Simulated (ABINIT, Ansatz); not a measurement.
**SnPbSe3 (Pm-3m): zone-centre phonons**

Which modes does SnPbSe3 (Pm-3m) have at the zone centre?

Calculated with ABINIT 10.8.3; DFT LDA, scalar-relativistic, plane waves, HGH norm-conserving pseudopotentials.

Most raw output is cut from this account.

The structure was built from a prototype and need not be the compound's stable phase.

## Step 1: The starting structure

The structure is cubic, space group Pm-3m (No. 221). The conventional cell has a = 5.279 Å, b = 5.279 Å, c = 5.279 Å, α = 90.00°, β = 90.00°, γ = 90.00°. Nearest to Sn lie 12 Se at 3.73 Å. Nearest to Pb lie 6 Se at 2.64 Å. Nearest to Se lie 2 Pb at 2.64 Å. Farther neighbours and most contacts between anions are not listed.

## Step 2: Relaxation

The harmonic expansion needs vanishing forces, and a free crystal bears no stress, so cell and atoms are brought to rest. Stress is more sensitive to the basis than forces are: the last 3 Ha under the cutoff are smoothed with ecutsm, and the cutoff is raised above that of the later runs.

The starting cell comes from a relaxation made beforehand in Ansatz (LDA, PseudoDojo NC).

Input file relax.abi:

```
# relaxation
ionmov 2
optcell 2
dilatmx 1.08
ntime 40
tolmxf 1.0d-05
tolvrs 1.0d-14
prtwf 0
prtden 0
chksymtnons 0

# basis, mesh and filling
ecut 26.0
ecutsm 3.0
ixc 7
ngkpt 6 6 6
nshiftk 1
shiftk 0.0 0.0 0.0
istwfk *1
occopt 3
tsmear 0.01
nband 20
nstep 100
diemac 1000000.0
prtebands 0
prtgsr 0

# cell and atoms
acell 3*1.0 Angstrom
rprim 
    5.279065424 0.0 0.0
    0.0 5.279065424 0.0
    0.0 0.0 5.279065424
ntypat 3
znucl 50 82 34
natom 5
typat 1 2 3 3 3
xred 
    0.0 0.0 0.0
    0.5 0.5 0.5
    0.5 0.5 0.0
    0.5 0.0 0.5
    0.0 0.5 0.5
pp_dirpath "./pseudo"
pseudos "Sn.hgh, Pb.hgh, Se.hgh"
```

On the command line:

```
OMP_NUM_THREADS=1 mpirun -n 4 abinit relax.abi > relax.log
```

Elapsed: 84 s, on 4 MPI ranks of Arm Neoverse V1, shared host.

Step by step:

| step | energy less that of the first step (eV) | largest force (eV/Å) | volume (Å³) |
| --- | --- | --- | --- |
| 1 | 0.0000 | 0.0000 | 147.12 |
| 2 | -0.0001 | 0.0000 | 147.02 |
| 3 | -0.0005 | 0.0000 | 146.38 |

| conventional cell, symmetrised | before | after | change |
| --- | --- | --- | --- |
| a (Å) | 5.279 | 5.270 | -0.2 % |
| b (Å) | 5.279 | 5.270 | -0.2 % |
| c (Å) | 5.279 | 5.270 | -0.2 % |
| volume (Å³/atom) | 29.42 | 29.28 | -0.5 % |

The relaxed structure:

```xyz
5
Lattice="5.2703 0.0000 0.0000 0.0000 5.2703 0.0000 0.0000 0.0000 5.2703" Properties=species:S:1:pos:R:3 pbc="T T T"
Sn    0.0000    0.0000    0.0000
Pb    2.6351    2.6351    2.6351
Se    2.6351    2.6351    0.0000
Se    2.6351    0.0000    2.6351
Se    0.0000    2.6351    2.6351
```

Numbers from this step:

- volume per atom: 29.28 Å³
- pressure: 0.001590 GPa
- gap on the k-mesh: 0 eV

The volume changes by -0.5 % from the cell with which this run began.

## Step 3: Ground state

The response is built on these wavefunctions, so the potential is converged far more tightly than an energy would need. Occupations are smeared.

Input file gs.abi:

```
# ground state
tolvrs 1.0d-16
prtden 1
prtwf 1

# basis, mesh and filling
ecut 20.0
ixc 7
ngkpt 6 6 6
nshiftk 1
shiftk 0.0 0.0 0.0
istwfk *1
occopt 3
tsmear 0.01
nband 20
nstep 100
diemac 1000000.0
prtebands 0
prtgsr 0

# cell and atoms
acell 3*1.0 Angstrom
rprim 
    5.270250267 0.0 0.0
    0.0 5.270250267 0.0
    0.0 0.0 5.270250267
ntypat 3
znucl 50 82 34
natom 5
typat 1 2 3 3 3
xred 
    0.0 0.0 0.0
    0.5 0.5 0.5
    0.5 0.5 0.0
    0.5 0.0 0.5
    0.0 0.5 0.5
pp_dirpath "./pseudo"
pseudos "Sn.hgh, Pb.hgh, Se.hgh"
```

On the command line:

```
OMP_NUM_THREADS=1 mpirun -n 4 abinit gs.abi > gs.log
```

Wall time 21 s (4 MPI ranks).

This step gave:

```
pressure : -0.8450 GPa
```

The cell stands at -0.85 GPa: the relaxation ran with a smoothed and higher cutoff, and the difference is a stress of the finite basis.

## Step 4: Zone-centre response

At q = 0 one unit cell holds all displacements. The response is solved for single atoms along the cell's directions, and symmetry skips those that follow from others. The crystal is treated as a metal, which screens a static field, so no field response is asked.

Input file dfpt_gamma.abi:

```

# common to the responses
getwfk_filepath "gso_WFK"
kptopt 2
nqpt 1
qpt 0.0 0.0 0.0
asr 0
chneut 0

# displacements
rfphon 1
rfatpol 1 5
rfdir 1 1 1
tolvrs 1.0d-10
prtwf 0

# basis, mesh and filling
ecut 20.0
ixc 7
ngkpt 6 6 6
nshiftk 1
shiftk 0.0 0.0 0.0
istwfk *1
occopt 3
tsmear 0.01
nband 20
nstep 100
diemac 1000000.0
prtebands 0
prtgsr 0

# cell and atoms
acell 3*1.0 Angstrom
rprim 
    5.270250267 0.0 0.0
    0.0 5.270250267 0.0
    0.0 0.0 5.270250267
ntypat 3
znucl 50 82 34
natom 5
typat 1 2 3 3 3
xred 
    0.0 0.0 0.0
    0.5 0.5 0.5
    0.5 0.5 0.0
    0.5 0.0 0.5
    0.0 0.5 0.5
pp_dirpath "./pseudo"
pseudos "Sn.hgh, Pb.hgh, Se.hgh"
```

On the command line:

```
OMP_NUM_THREADS=1 mpirun -n 4 abinit dfpt_gamma.abi > dfpt_gamma.log
```

It took 3.3 min on 4 MPI ranks; 13 min of CPU time.

This step gave:

- largest acoustic frequency at the zone centre before the sum rule: -1.75 cm⁻¹
- highest optical zone-centre mode (no LO-TO term): 212.5 cm⁻¹
- lowest optical zone-centre mode: -117.0 cm⁻¹

The acoustic modes at Γ come out as far as 1.8 cm⁻¹ from zero, where they should vanish, a small numerical error. The lowest optical mode is imaginary, 117i cm⁻¹, an instability at this level and on this k mesh.

## Step 5: Zone-centre analysis

anaddb reads the merged derivatives and imposes the acoustic sum rule.

Input file anaddb.abi:

```
ddb_filepath "gamma_DDB"
output_file "anaddb.abo"
outdata_prefix "anaddb"
asr 1
chneut 1
enunit 2
eivec 1
nph1l 1
qph1l 0.0 0.0 0.0 1.0
```

Input file mrgddb.in:

```
gamma_DDB
merged
2
dfpt_gammao_DDB
gso_DDB
```

On the command line:

```
mrgddb < mrgddb.in > mrgddb.log
OMP_NUM_THREADS=1 anaddb anaddb.abi > anaddb.log
```

The job ended after 0.51 s (1 thread).

This step gave:

```yaml
lowest_optical_zone_centre_mode: -116.9 cm⁻¹
```

No LO-TO term; unit eigenvectors of the mass-weighted matrix, from anaddb's displacements. The modes at Γ (shares of kinetic energy by element, %) (negative means imaginary):

| mode | frequency (cm⁻¹) | symmetry | Sn % | Pb % | Se % |
| --- | --- | --- | --- | --- | --- |
| 1 | -116.9 | T1u | 43 | 2 | 55 |
| 2 | -116.9 | T1u | 43 | 2 | 55 |
| 3 | -116.9 | T1u | 43 | 2 | 55 |
| 4 | -89.1 | T2u | 0 | 0 | 100 |
| 5 | -89.1 | T2u | 0 | 0 | 100 |
| 6 | -89.1 | T2u | 0 | 0 | 100 |
| 7 | -42.9 | T1u | 36 | 42 | 23 |
| 8 | -42.9 | T1u | 36 | 42 | 23 |
| 9 | -42.9 | T1u | 36 | 42 | 23 |
| 10 | 0.0 | acoustic | 21 | 37 | 42 |
| 11 | 0.0 | acoustic | 21 | 37 | 42 |
| 12 | 0.0 | acoustic | 21 | 37 | 42 |
| 13 | 212.5 | T1u | 0 | 19 | 81 |
| 14 | 212.5 | T1u | 0 | 19 | 81 |
| 15 | 212.5 | T1u | 0 | 19 | 81 |

Displacements in mode 1 (-116.9 cm⁻¹), the largest set to 1:
```
Sn1  0.00  0.00  1.00
Pb2  0.00  0.00  0.17
Se3  0.00  0.00 -0.01
Se4  0.00  0.00 -0.97
Se5  0.00  0.00 -0.97
```

Displacements in mode 4 (-89.1 cm⁻¹), the largest set to 1:
```
Sn1  0.00  0.00  0.00
Pb2  0.00  0.00  0.00
Se3  0.00  0.00  0.00
Se4  0.00  0.00  1.00
Se5  0.00  0.00 -1.00
```

The rule moves no optical mode by more than 0.1 cm⁻¹.

## Step 6: A second program

The same cell goes through another code, with its own cutoff. The potentials differ.

This step: DFT LDA, scalar-relativistic, plane waves, PseudoDojo norm-conserving pseudopotentials (Ansatz 0.2.0).

Input file input.yaml:

```yaml
crystal:
  lattice:
    - [5.2702502674, 0.0, 0.0]
    - [0.0, 5.2702502674, 0.0]
    - [0.0, 0.0, 5.2702502674]
  atoms:
    - { symbol: Sn, position: [0.0, 0.0, 0.0] }
    - { symbol: Pb, position: [0.5, 0.5, 0.5] }
    - { symbol: Se, position: [0.5, 0.5, 0.0] }
    - { symbol: Se, position: [0.5, 0.0, 0.5] }
    - { symbol: Se, position: [0.0, 0.5, 0.5] }
kpoints:
  mp_grid: { grid: [6, 6, 6] }
hamiltonian:
  xc: lda
  pseudopotentials: { kind: nc, accuracy: standard }
scf:
  occupations: { method: fermi_dirac, width: 0.27211 }
output:
  eigenvalues: true
phonons:
  method: dfpt
```

On the command line:

```
ansatz run input.yaml --threads 4 --pin off --max-ram 8192MiB --backend cpu --events-out ev --progress --plain --runs-dir out
```

It took 3.5 min on 4 threads; peak memory 4.7 GiB; 14 min of CPU time.

Read from the output:

| Property | Result |
| --- | --- |
| sum-rule residual before enforcement | 2.58e-4 eV/Å² |
| highest optical zone-centre mode (no LO-TO term) | 235.9 cm⁻¹ |
| lowest optical zone-centre mode | -116.2 cm⁻¹ |

## Step 7: The two compared: ABINIT HGH and Ansatz, PseudoDojo

Numbers from this step:

| Quantity | Value |
| --- | --- |
| root-mean-square difference | 11.75 cm⁻¹ |
| largest difference | 23.4 cm⁻¹ |

Optical modes, paired by symmetry label. Frequencies side by side, by row:

| q (reciprocal lattice) | mode | ABINIT HGH (cm⁻¹) | Ansatz, PseudoDojo (cm⁻¹) |
| --- | --- | --- | --- |
| 0 0 0 | 1 | -116.9 | -116.2 |
| 0 0 0 | 2 | -116.9 | -116.2 |
| 0 0 0 | 3 | -116.9 | -116.2 |
| 0 0 0 | 4 | -89.1 | -88.3 |
| 0 0 0 | 5 | -89.1 | -88.3 |
| 0 0 0 | 6 | -89.1 | -88.3 |
| 0 0 0 | 7 | -42.9 | -41 |
| 0 0 0 | 8 | -42.9 | -41 |
| 0 0 0 | 9 | -42.9 | -41 |
| 0 0 0 | 13 | 212.5 | 235.9 |
| 0 0 0 | 14 | 212.5 | 235.9 |
| 0 0 0 | 15 | 212.5 | 235.9 |

At the zone centre the largest difference (acoustic modes at Γ apart) is 11 % of the highest mode.

## Step 8: Outcome

| Item | Value |
| --- | --- |
| space group after relaxation | Pm-3m |
| volume per atom | 29.3 Å³ |
| highest optical zone-centre mode (no LO-TO term) | 212.5 cm⁻¹ |
| lowest optical zone-centre mode | -116.9 cm⁻¹ |
| imaginary optical modes at the zone centre (no q mesh in this session) | yes |
| largest difference from Ansatz, PseudoDojo | 23.4 cm⁻¹ |

At the LDA level the optical modes of SnPbSe3 (Pm-3m) at the zone centre run from 117i to 212 cm⁻¹, so the structure is a saddle point, with 9 modes beyond 10i cm⁻¹ there. On other potentials, and in a cell that was not relaxed for them, the second run differs strongly on some modes. The base run prints -0.85 GPa, mostly the error of a finite basis; the relaxation, with a smoothed and higher cutoff, had brought the cell to rest. ABINIT HGH and Ansatz, PseudoDojo differ by 11.8 cm⁻¹ in the root mean square and by 23.4 cm⁻¹ at most, 11.0 % of the highest mode compared (acoustic modes at Γ left out); the two use different potentials, and the cell was not relaxed for the second set. These are harmonic frequencies: anharmonic shifts and widths and the lattice's thermal expansion are left out. The Fermi-Dirac smearing of 0.01 Ha is an electronic temperature of 3158 K, which adds a pressure of its own and can shift the volume and soft modes. Spin-orbit coupling is left out, which can matter for the heavy elements here. The HGH files keep few electrons and have no core correction, which is cheap but rough for Pb and Sn. In a metal the frequencies hang on the k mesh and the smearing, most of all near Kohn anomalies. The structure is a hypothetical one, built on a prototype.

[Host names and launcher messages were left out of these logs when they were recorded.]

[Logs are printed without paths, hosts, clocks, repeated set-up lines and the standing remarks that a program may print on its own settings, such as how far it seeks lower states.]

[Hosts, paths, dates, database ids (printed as entryN), source tags and the programs' standing remarks are cut or masked in the printed files.]
